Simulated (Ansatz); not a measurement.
Entries from a set of simulations; values are calculated unless marked as measured.

Quasiparticle gap of Zn3SbN3 (Cm). It takes space group Cm (No. 8, monoclinic). Conventional cell: a = 6.788 Å, b = 6.566 Å, c = 5.577 Å, α = 90.00°, β = 125.21°, γ = 90.00°. Nearest to Zn lie 3 N at 1.95 to 1.96 Å. Nearest to Zn lie 3 N at 1.97 to 2.00 Å. Nearest to Sb lie 3 N at 2.04 to 2.06 Å. Nearest to N lie 3 Zn at 1.96 to 2.00 Å and 1 Sb at 2.06 Å. Nearest to N lie 3 Zn at 1.95 to 1.97 Å and 1 Sb at 2.04 Å. Farther neighbours and most contacts between anions are not listed. The calculation used G0W0 on HSE06, plane waves, PAW; PAW set soft_1 (and 1 further level or step) in Ansatz 0.2.0, with cutoff 420 eV, 4×4×4 k-mesh, PAW set soft 1, empty bands 804, screening cutoff 230 eV, screening contour deformation, QP bands (v2, c2) in one of its runs. The HSE06 gap is 2.35 eV, indirect and the G0W0 gap on the mesh is 2.67 eV, from k = (0.250, -0.250, 0.000) to k = (0.000, 0.000, 0.250). The G0W0 gap over the zone (rigid shift) is 2.63 eV, the GW settings are 4×4×4 mesh, 804 empty bands, screening to 230 eV, PAW set soft_1 files and the known limits are not at the basis limit; d shell near the gap, gap tends to lie low; no spin-orbit coupling. It took 2 runs, 4.8 min in all on 1 × NVIDIA H100 80GB HBM3 (shared by 6 runs) with 2 threads of AMD EPYC 7R13 (Zen 3), shared host (the runs of this entry). G0W0 changes the gap by +0.27 eV, from 2.40 eV to 2.67 eV on the mesh: the valence edge shifts by −0.23 eV and the conduction edge by +0.05 eV on the run's own scale. Z is 0.77 and 0.81 at the edges, as usual for well-defined quasiparticles. In doubt: masses and optical values from hybrid runs of this build are listed as unsure (in some of the runs), which bears on the screening that GW takes from such a start. The cell and positions are those that the Materials Project relaxed with its own functionals (PBE, PBE+U or r2SCAN), kept fixed. Limits: d shell near the gap, gap tends to lie low; no spin-orbit coupling. Bands and cutoff are finite, so the gap is not at the basis limit. The miss can reach some tenths of an eV and take either sign; the mesh is an error of its own.

```xyz
7
Lattice="3.3939 -3.2832 0.0000 3.3939 3.2832 0.0000 -3.2156 0.0000 4.5561" Properties=species:S:1:pos:R:3 pbc="T T T"
Zn    3.9825    0.0000    0.5380
Zn    1.9629   -1.4484    2.3684
Zn    1.9629    1.4484    2.3684
Sb    0.4030    0.0000    0.0110
N     3.6280    1.7435    1.3663
N     3.6280   -1.7435    1.3663
N     2.1311    0.0000    3.7004
```

[Paths, hosts, dates, memory and timing lines, banners, echoed tables and standing remarks are left out of the program output.]

[Logs are printed without paths, hosts, clocks, repeated set-up lines and the standing remarks that a program may print on its own settings, such as how far it seeks lower states.]

[Runs of the session that timed out or met a known fault of the program may be left out.]

[Cells called generated may have been cut or substituted from an entry of the Crystallography Open Database or the Materials Project.]

[Hosts, paths, dates, database ids (printed as entryN), source tags and the programs' standing remarks are cut or masked in the printed files.]
